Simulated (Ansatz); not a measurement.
Consider VOCl (Pmmn).

```xyz
6
Lattice="0.0000 0.0000 3.3000 0.0000 -3.7800 0.0000 7.9100 0.0000 0.0000" Properties=species:S:1:pos:R:3 pbc="T T T"
V     0.9081   -1.8900    0.0000
V     7.0019    0.0000    1.6500
Cl    2.5937   -1.8900    1.6500
Cl    5.3163    0.0000    0.0000
O     7.5477   -1.8900    1.6500
O     0.3623    0.0000    0.0000
```

The cell and positions come from the Crystallography Open Database and are kept as given unless a step says otherwise. The program's search for lower electronic states was switched off, so nothing shows that the state found is the lowest. PAW set soft_2, made with PBE.

A constrained-RPA run (Ansatz 0.2.0; non-magnetic LDA; V d, bands v2 to c8, 6×4×2 mesh, medium accuracy) builds 10 functions on bands 3.6 eV wide, with 4.0 electrons in the window. The bare on-site interaction is 16.5 eV and the bare J 0.55 eV.

Question: Estimate U, U′ and J.

On the V d shell, U = 4.20 eV (26 % of the bare value), U′ = 3.35 eV, J = 0.42 eV.

The parent state is non-magnetic and the interaction static (zero frequency); U depends on the window and the orbitals, so it belongs to this model alone.

[Paths, hosts, dates, memory and timing lines, banners, echoed tables and standing remarks are left out of the program output.]

[Logs are printed without paths, hosts, clocks, repeated set-up lines and the standing remarks that a program may print on its own settings, such as how far it seeks lower states.]

[Runs of the session that timed out or met a known fault of the program may be left out.]

[Hosts, paths, dates, database ids (printed as entryN), source tags and the programs' standing remarks are cut or masked in the printed files.]
